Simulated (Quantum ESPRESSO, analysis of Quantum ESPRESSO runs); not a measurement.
**Reproducing a measured migration barrier: interstitial H in fcc Al, hop from a tetrahedral to the next octahedral site (Quantum ESPRESSO)**

How near does this set-up come to the measured migration barrier? Subject: interstitial H in fcc Al, hop from a tetrahedral to the next octahedral site. Set-up: PBE, PseudoDojo 0.4.1 SR PBE standard, 32-site cell, PBE lattice, k: 3x3x3. The model is a cell of 32 host atoms with 1 H put in. The barrier is the energy of the highest image of a climbing band over the relaxed site that the atom leaves. Other potentials or another program check that the number doesn't hang on one set of files.

**The experiment.** Migration barrier: 0.452 eV, by diffusion measurements (T > 250 K); average of cited values (quoted in “Explainable Machine Learning for Hydrogen Diffusion in Metals and Random Binary Alloys”, 2023, G. M. Lu et al., quoting earlier work (1981)). The calculation is set beside it at the end.

Calculated with Quantum ESPRESSO 7.5; Quantum ESPRESSO plane-wave DFT, PBE, PseudoDojo 0.4.1 SR PBE standard potentials; relaxation of all atoms of a defect supercell.

## (1) The structure

The cell holds 33 atoms: 32 Al and 1 H. Cell: a = 8.072 Å, b = 8.072 Å, c = 8.072 Å, α = 90.0°, β = 90.0°, γ = 90.0°. It derives from Al (space group Fm-3m). Nearest the centre at fractional (0.375, 0.375, 0.375): H33 at 0.00 Å, Al8 at 1.75 Å, Al29 at 1.75 Å, Al11 at 1.75 Å, Al18 at 1.75 Å, Al22 at 3.35 Å, Al15 at 3.35 Å, Al25 at 3.35 Å.

The host's primitive cell comes from a first run (Quantum ESPRESSO plane-wave DFT, PBE, PseudoDojo 0.4.1 SR PBE standard potentials; relaxation of cell and atoms of a defect-free cell): vectors of 2.854, 2.854 and 2.854 Å. That is 16.44 Å³ an atom, 1.0 % under the diffraction cell's volume. The supercell is built on it.

## (2) Relaxation, charge 0

A barrier counts from a true minimum, so both ends of the jump are relaxed first.

The input, pw.in:

```
&CONTROL
  calculation = 'relax'
  prefix = 'pwscf'
  outdir = './tmp'
  pseudo_dir = './pseudo'
  tprnfor = .true.
  disk_io = 'low'
  nstep = 70
  forc_conv_thr = 0.00078
  etot_conv_thr = 0.0001
/
&SYSTEM
  ibrav = 0
  nat = 33
  ntyp = 2
  ecutwfc = 72
  nbnd = 63
  occupations = 'smearing'
  smearing = 'mv'
  degauss = 0.00734986
/
&ELECTRONS
  conv_thr = 3d-08
  electron_maxstep = 100
  mixing_beta = 0.5
/
&IONS
  ion_dynamics = 'bfgs'
/
ATOMIC_SPECIES
Al    26.9815 Al.upf
H      1.0080 H.upf
CELL_PARAMETERS angstrom
   8.0724432688    0.0000000000    0.0000000000
   0.0000000000    8.0724432688    0.0000000000
   0.0000000000    0.0000000000    8.0724432688
ATOMIC_POSITIONS crystal
Al     0.0000000000    0.0000000000    0.0000000000
Al     0.0000000000    0.2500000000    0.2500000000
Al     0.2500000000    0.0000000000    0.2500000000
Al     0.2500000000    0.2500000000    0.0000000000
Al     0.0000000000    0.0000000000    0.5000000000
Al     0.0000000000    0.2500000000    0.7500000000
Al     0.2500000000    0.0000000000    0.7500000000
Al     0.2500000000    0.2500000000    0.5000000000
Al     0.0000000000    0.5000000000    0.0000000000
Al     0.0000000000    0.7500000000    0.2500000000
Al     0.2500000000    0.5000000000    0.2500000000
Al     0.2500000000    0.7500000000    0.0000000000
Al     0.0000000000    0.5000000000    0.5000000000
Al     0.0000000000    0.7500000000    0.7500000000
Al     0.2500000000    0.5000000000    0.7500000000
Al     0.2500000000    0.7500000000    0.5000000000
Al     0.5000000000    0.0000000000    0.0000000000
Al     0.5000000000    0.2500000000    0.2500000000
Al     0.7500000000    0.0000000000    0.2500000000
Al     0.7500000000    0.2500000000    0.0000000000
Al     0.5000000000    0.0000000000    0.5000000000
Al     0.5000000000    0.2500000000    0.7500000000
Al     0.7500000000    0.0000000000    0.7500000000
Al     0.7500000000    0.2500000000    0.5000000000
Al     0.5000000000    0.5000000000    0.0000000000
Al     0.5000000000    0.7500000000    0.2500000000
Al     0.7500000000    0.5000000000    0.2500000000
Al     0.7500000000    0.7500000000    0.0000000000
Al     0.5000000000    0.5000000000    0.5000000000
Al     0.5000000000    0.7500000000    0.7500000000
Al     0.7500000000    0.5000000000    0.7500000000
Al     0.7500000000    0.7500000000    0.5000000000
H      0.3750000000    0.3750000000    0.3750000000
K_POINTS automatic
3 3 3 0 0 0
```

On the command line:

```
$ OMP_NUM_THREADS=1 mpirun -n 4 pw.x -nk 4 -in pw.in > pw.out
```

Output:

```text
This program is part of the open-source Quantum ESPRESSO suite
     for quantum simulation of materials; please cite
         "P. Giannozzi et al., J. Phys.:Condens. Matter 21 395502 (2009);
         "P. Giannozzi et al., J. Phys.:Condens. Matter 29 465901 (2017);
         "P. Giannozzi et al., J. Chem. Phys. 152 154105 (2020);
          URL
     in publications or presentations arising from this work. More details at

     Message from routine setup:
     using ibrav=0 with symmetry is DISCOURAGED, use correct ibrav instead

     K-points division:     npool     =       4
     Subspace diagonalization in iterative solution of the eigenvalue problem:
     a serial algorithm will be used

     G-vector sticks info
     --------------------
     sticks:   dense  smooth     PW     G-vecs:    dense   smooth      PW
     Sum        5345    5345   1405               292835   292835   39607

     Using Slab Decomposition

     bravais-lattice index     =            0
     lattice parameter (alat)  =      15.2547  a.u.
     unit-cell volume          =    3549.8631 (a.u.)^3
     number of atoms/cell      =           33
     number of atomic types    =            2
     number of electrons       =        97.00
     number of Kohn-Sham states=           63
     kinetic-energy cutoff     =      72.0000  Ry
     charge density cutoff     =     288.0000  Ry
     scf convergence threshold =      3.0E-08
     mixing beta               =       0.5000
     number of iterations used =            8  plain     mixing
     energy convergence thresh.=      1.0E-04
     force convergence thresh. =      7.8E-04
     Exchange-correlation= PBE
                           (   1   4   3   4   0   0   0)
     nstep                     =           70

     celldm(1)=  15.254707  celldm(2)=   0.000000  celldm(3)=   0.000000
     celldm(4)=   0.000000  celldm(5)=   0.000000  celldm(6)=   0.000000

     crystal axes: (cart. coord. in units of alat)
               a(1) = (   1.000000   0.000000   0.000000 )
               a(2) = (   0.000000   1.000000   0.000000 )
               a(3) = (   0.000000   0.000000   1.000000 )

     reciprocal axes: (cart. coord. in units 2 pi/alat)
               b(1) = (  1.000000  0.000000  0.000000 )
               b(2) = (  0.000000  1.000000  0.000000 )
               b(3) = (  0.000000  0.000000  1.000000 )

     PseudoPot. # 1 for Al read from file:
     Al.upf
     Pseudo is Norm-conserving + core correction, Zval =  3.0
     Generated using ONCVPSP code by D. R. Hamann
     Using radial grid of 1876 points,  6 beta functions with:
                l(1) =   0
                l(2) =   0
                l(3) =   1
                l(4) =   1
                l(5) =   2
                l(6) =   2

     PseudoPot. # 2 for H  read from file:
     H.upf
     Pseudo is Norm-conserving, Zval =  1.0
     Generated using ONCVPSP code by D. R. Hamann
     Using radial grid of 1166 points,  3 beta functions with:
                l(1) =   0
                l(2) =   0
                l(3) =   1

     atomic species   valence    mass     pseudopotential
     Al                3.00    26.98150     Al( 1.00)
     H                 1.00     1.00800     H ( 1.00)

     24 Sym. Ops. (no inversion) found (18 have fractional translation)

   Cartesian axes

     site n.     atom                  positions (alat units)
         1        Al     tau(   1) = (   0.0000000   0.0000000   0.0000000  )
         2        Al     tau(   2) = (   0.0000000   0.2500000   0.2500000  )
         3        Al     tau(   3) = (   0.2500000   0.0000000   0.2500000  )
         4        Al     tau(   4) = (   0.2500000   0.2500000   0.0000000  )
         5        Al     tau(   5) = (   0.0000000   0.0000000   0.5000000  )
         6        Al     tau(   6) = (   0.0000000   0.2500000   0.7500000  )
         7        Al     tau(   7) = (   0.2500000   0.0000000   0.7500000  )
         8        Al     tau(   8) = (   0.2500000   0.2500000   0.5000000  )
         9        Al     tau(   9) = (   0.0000000   0.5000000   0.0000000  )
        10        Al     tau(  10) = (   0.0000000   0.7500000   0.2500000  )
        11        Al     tau(  11) = (   0.2500000   0.5000000   0.2500000  )
        12        Al     tau(  12) = (   0.2500000   0.7500000   0.0000000  )
        13        Al     tau(  13) = (   0.0000000   0.5000000   0.5000000  )
        14        Al     tau(  14) = (   0.0000000   0.7500000   0.7500000  )
        15        Al     tau(  15) = (   0.2500000   0.5000000   0.7500000  )
        16        Al     tau(  16) = (   0.2500000   0.7500000   0.5000000  )
[...]
25        Al     tau(  25) = (   0.5000000   0.5000000   0.0000000  )
        26        Al     tau(  26) = (   0.5000000   0.7500000   0.2500000  )
        27        Al     tau(  27) = (   0.7500000   0.5000000   0.2500000  )
        28        Al     tau(  28) = (   0.7500000   0.7500000   0.0000000  )
        29        Al     tau(  29) = (   0.5000000   0.5000000   0.5000000  )
        30        Al     tau(  30) = (   0.5000000   0.7500000   0.7500000  )
        31        Al     tau(  31) = (   0.7500000   0.5000000   0.7500000  )
        32        Al     tau(  32) = (   0.7500000   0.7500000   0.5000000  )
        33        H      tau(  33) = (   0.3750000   0.3750000   0.3750000  )

     number of k points=     4  Marzari-Vanderbilt smearing, width (Ry)=  0.0073
                       cart. coord. in units 2pi/alat
        k(    1) = (   0.0000000   0.0000000   0.0000000), wk =   0.0740741
        k(    2) = (   0.0000000   0.0000000   0.3333333), wk =   0.4444444
        k(    3) = (   0.0000000   0.3333333   0.3333333), wk =   0.8888889
        k(    4) = (   0.3333333   0.3333333   0.3333333), wk =   0.5925926

     Dense  grid:   292835 G-vectors     FFT dimensions: (  96,  96,  96)

     Initial potential from superposition of free atoms

     starting charge      96.9217, renormalised to      97.0000
     Starting wfcs are  129 randomized atomic wfcs

     Self-consistent Calculation

     iteration #  1     ecut=    72.00 Ry     beta= 0.50
     Davidson diagonalization with overlap
     ethr =  1.00E-02,  avg # of iterations =  3.8

     Threshold (ethr) on eigenvalues was too large:
     Diagonalizing with lowered threshold

     Davidson diagonalization with overlap
     ethr =  2.30E-04,  avg # of iterations =  4.0

     total energy              =    -149.47076010 Ry
     estimated scf accuracy    <       0.23710818 Ry

     iteration #  2     ecut=    72.00 Ry     beta= 0.50
     Davidson diagonalization with overlap
[...]
atom   13 type  1   force =     0.00015847   -0.00019228   -0.00019228
     atom   14 type  1   force =     0.00022346   -0.00022346   -0.00022346
     atom   15 type  1   force =     0.00019228   -0.00019228   -0.00015847
     atom   16 type  1   force =     0.00019228   -0.00015847   -0.00019228
[...]
Total force =     0.003669     Total SCF correction =     0.000005
     Energy error            =      7.5E-05 Ry
     Gradient error          =      8.1E-04 Ry/Bohr

     number of scf cycles    =   8
     number of bfgs steps    =   7

     energy             old  =    -149.4964802902 Ry
     energy             new  =    -149.4965554203 Ry

     CASE: energy            _new < energy            _old

     new trust radius        =       0.0046846478 bohr
     new conv_thr            =       0.0000000003 Ry

ATOMIC_POSITIONS (crystal)
Al               0.0002890569        0.0002890569        0.0002890569
Al               0.0007766312        0.2503129954        0.2503129954
Al               0.2503129954        0.0007766312        0.2503129954
Al               0.2503129954        0.2503129954        0.0007766312
Al              -0.0021403655       -0.0021403655        0.5002392317
Al              -0.0021403655        0.2497607683        0.7521403655
Al               0.2497607683       -0.0021403655        0.7521403655
Al               0.2409608405        0.2409608405        0.5090391595
Al              -0.0021403655        0.5002392317       -0.0021403655
Al              -0.0021403655        0.7521403655        0.2497607683
Al               0.2409608405        0.5090391595        0.2409608405
Al               0.2497607683        0.7521403655       -0.0021403655
Al               0.0007766312        0.4996870046        0.4996870046
Al               0.0002890569        0.7497109431        0.7497109431
Al               0.2503129954        0.4996870046        0.7492233688
Al               0.2503129954        0.7492233688        0.4996870046
[...]
NEW-OLD atomic charge density approx. for the potential

     Self-consistent Calculation

     iteration #  1     ecut=    72.00 Ry     beta= 0.50
     Davidson diagonalization with overlap
     ethr =  1.00E-06,  avg # of iterations =  2.0

     Threshold (ethr) on eigenvalues was too large:
     Diagonalizing with lowered threshold

     Davidson diagonalization with overlap
     ethr =  8.87E-10,  avg # of iterations =  8.8

     total energy              =    -149.49657561 Ry
     estimated scf accuracy    <       0.00000879 Ry

     iteration #  2     ecut=    72.00 Ry     beta= 0.50
     Davidson diagonalization with overlap
     ethr =  9.06E-09,  avg # of iterations =  2.0

     total energy              =    -149.49657768 Ry
     estimated scf accuracy    <       0.00000629 Ry

     iteration #  3     ecut=    72.00 Ry     beta= 0.50
     Davidson diagonalization with overlap
     ethr =  6.48E-09,  avg # of iterations =  2.0

     total energy              =    -149.49657876 Ry
     estimated scf accuracy    <       0.00000019 Ry

     iteration #  4     ecut=    72.00 Ry     beta= 0.50
     Davidson diagonalization with overlap
     ethr =  1.97E-10,  avg # of iterations =  4.2

     total energy              =    -149.49657880 Ry
     estimated scf accuracy    <       0.00000033 Ry

     iteration #  5     ecut=    72.00 Ry     beta= 0.50
     Davidson diagonalization with overlap
     ethr =  1.97E-10,  avg # of iterations =  2.5

     total energy              =    -149.49657885 Ry
     estimated scf accuracy    <       0.00000003 Ry

     iteration #  6     ecut=    72.00 Ry     beta= 0.50
     Davidson diagonalization with overlap
     ethr =  2.71E-11,  avg # of iterations =  2.5

     total energy              =    -149.49657885 Ry
     estimated scf accuracy    <          2.1E-09 Ry

     iteration #  7     ecut=    72.00 Ry     beta= 0.50
     Davidson diagonalization with overlap
     ethr =  2.19E-12,  avg # of iterations =  4.0

     total energy              =    -149.49657885 Ry
     estimated scf accuracy    <          9.2E-10 Ry

     iteration #  8     ecut=    72.00 Ry     beta= 0.50
     Davidson diagonalization with overlap
     ethr =  9.50E-13,  avg # of iterations =  2.0

     End of self-consistent calculation

          k = 0.0000 0.0000 0.0000 ( 36449 PWs)   bands (ev):

[...]
9.1146   9.1146   9.1609   9.1609   9.1609   9.2196   9.2196

          k = 0.0000 0.0000 0.3333 ( 36621 PWs)   bands (ev):

[...]
8.8163   8.8476   8.8687   9.5170   9.5408   9.5408   9.5989

          k = 0.0000 0.3333 0.3333 ( 36659 PWs)   bands (ev):

[...]
8.3571   8.4811   8.8546   8.9096   8.9130   8.9320   8.9552   8.9649
     9.0794   9.1266   9.5395   9.6524   9.6876   9.6931  10.6340

          k = 0.3333 0.3333 0.3333 ( 36582 PWs)   bands (ev):

    -2.6190  -2.0280  -1.6896  -1.6896  -1.1582  -0.9412  -0.9412  -0.2821
     0.7654   1.2733   1.2733   1.6043   1.9776   1.9776   2.0292   2.0292
     2.0295   2.5173   2.7515   2.7515   3.2050   3.4564   3.4564   3.8195
     4.1262   4.1262   4.1795   4.1795   4.1809   4.6307   4.7527   4.7527
     4.9335   5.0346   5.0346   5.4865   5.6458   5.6458   6.6492   6.9837
     6.9837   7.0204   7.0424   7.0424   7.5133   7.6990   7.6990   7.7348
     7.7531   7.7531   8.4188   8.8242   9.0091   9.0091   9.3285   9.4937
     9.4937   9.6876   9.7986   9.7986   9.9779  10.0382  10.0382

     the Fermi energy is     7.8152 ev

!    total energy              =    -149.49657885 Ry
     estimated scf accuracy    <          7.7E-11 Ry
     smearing contrib. (-TS)   =       0.00282732 Ry
     internal energy E=F+TS    =    -149.49940618 Ry

     The total energy is F=E-TS. E is the sum of the following terms:
     one-electron contribution =      94.48998340 Ry
     hartree contribution      =       0.52871573 Ry
     xc contribution           =     -70.23351167 Ry
     ewald contribution        =    -174.28459364 Ry

     convergence has been achieved in   8 iterations

     Forces acting on atoms (cartesian axes, Ry/au):

[...]
atom   26 type  1   force =    -0.00013164   -0.00015471    0.00013164
     atom   27 type  1   force =    -0.00015471   -0.00013164    0.00013164
     atom   28 type  1   force =    -0.00017288   -0.00017288    0.00017288
     atom   29 type  1   force =     0.00000375    0.00000375    0.00000375
     atom   30 type  1   force =     0.00067367   -0.00017149   -0.00017149
     atom   31 type  1   force =    -0.00017149    0.00067367   -0.00017149
     atom   32 type  1   force =    -0.00017149   -0.00017149    0.00067367
     atom   33 type  2   force =     0.00000000    0.00000000    0.00000000

     Total force =     0.002686     Total SCF correction =     0.000010
     Energy error            =      2.3E-05 Ry
     Gradient error          =      6.7E-04 Ry/Bohr

     bfgs converged in   9 scf cycles and   8 bfgs steps
     (criteria: energy <  1.0E-04 Ry, force <  7.8E-04 Ry/Bohr)

     End of BFGS Geometry Optimization

     Final energy             =    -149.4965788544 Ry

     File ./tmp/pwscf.bfgs deleted, as requested
Begin final coordinates

ATOMIC_POSITIONS (crystal)
[...]
Al               0.4996870046        0.7492233688        0.2503129954
Al               0.7492233688        0.4996870046        0.2503129954
Al               0.7497109431        0.7497109431        0.0002890569
Al               0.5090391595        0.5090391595        0.5090391595
Al               0.5002392317        0.7521403655        0.7521403655
Al               0.7521403655        0.5002392317        0.7521403655
Al               0.7521403655        0.7521403655        0.5002392317
H                0.3750000000        0.3750000000        0.3750000000
End final coordinates

=------------------------------------------------------------------------------=
   JOB DONE.
=------------------------------------------------------------------------------=
```

It took 15 min on 4 MPI ranks of Arm Neoverse V1, shared host; peak memory 3.3 GiB; 59 min of CPU time.

Step by step:

```tsv
step	energy less that of the first step (eV)
0	0.0000
1	-0.1192
2	-0.2120
3	-0.2857
4	-0.2985
5	-0.3018
6	-0.3054
7	-0.3064
8	-0.3067
```

The atoms that moved most (Å):

```tsv
atom	dx	dy	dz	length
Al29	0.073	0.073	0.073	0.126
Al8	-0.073	-0.073	0.073	0.126
Al18	0.073	-0.073	-0.073	0.126
Al11	-0.073	0.073	-0.073	0.126
Al30	0.002	0.017	0.017	0.025
Al32	0.017	0.017	0.002	0.025
Al31	0.017	0.002	0.017	0.025
Al9	-0.017	0.002	-0.017	0.025
```

Final coordinates:

```xyz
33
Lattice="8.0724 0.0000 0.0000 0.0000 8.0724 0.0000 0.0000 0.0000 8.0724" Properties=species:S:1:pos:R:3 pbc="T T T"
Al    0.0023    0.0023    0.0023
Al    0.0063    2.0206    2.0206
Al    2.0206    0.0063    2.0206
Al    2.0206    2.0206    0.0063
Al   -0.0173   -0.0173    4.0382
Al   -0.0173    2.0162    6.0716
Al    2.0162   -0.0173    6.0716
Al    1.9451    1.9451    4.1092
Al   -0.0173    4.0382   -0.0173
Al   -0.0173    6.0716    2.0162
Al    1.9451    4.1092    1.9451
Al    2.0162    6.0716   -0.0173
Al    0.0063    4.0337    4.0337
Al    0.0023    6.0520    6.0520
Al    2.0206    4.0337    6.0481
Al    2.0206    6.0481    4.0337
Al    4.0382   -0.0173   -0.0173
Al    4.1092    1.9451    1.9451
Al    6.0716   -0.0173    2.0162
Al    6.0716    2.0162   -0.0173
Al    4.0337    0.0063    4.0337
Al    4.0337    2.0206    6.0481
Al    6.0520    0.0023    6.0520
Al    6.0481    2.0206    4.0337
Al    4.0337    4.0337    0.0063
Al    4.0337    6.0481    2.0206
Al    6.0481    4.0337    2.0206
Al    6.0520    6.0520    0.0023
Al    4.1092    4.1092    4.1092
Al    4.0382    6.0716    6.0716
Al    6.0716    4.0382    6.0716
Al    6.0716    6.0716    4.0382
H     3.0272    3.0272    3.0272
```

Neighbours of H33 at the end:

```tsv
atom	distance (Å)
Al8	1.874
Al18	1.874
Al11	1.874
Al29	1.874
Al13	3.339
Al4	3.339
Al15	3.339
Al21	3.339
Al25	3.339
Al27	3.339
Al26	3.339
Al24	3.339
Al22	3.339
Al16	3.339
Al2	3.339
Al3	3.339
```

First to last step the energy falls by 0.307 eV; the largest move, 0.13 Å, is that of Al29 and 3 other atoms alike.

(Part 1 of 3 ends here.)

[Logs are printed without paths, hosts, clocks, repeated set-up lines and the standing remarks that a program may print on its own settings, such as how far it seeks lower states.]

[Hosts, paths, dates, database ids (printed as entryN), source tags and the programs' standing remarks are cut or masked in the printed files.]

[For some hosts the program warned that the k-mesh of the response run may be too coarse for force constants and the static dielectric constant; such warnings are not shown here.]
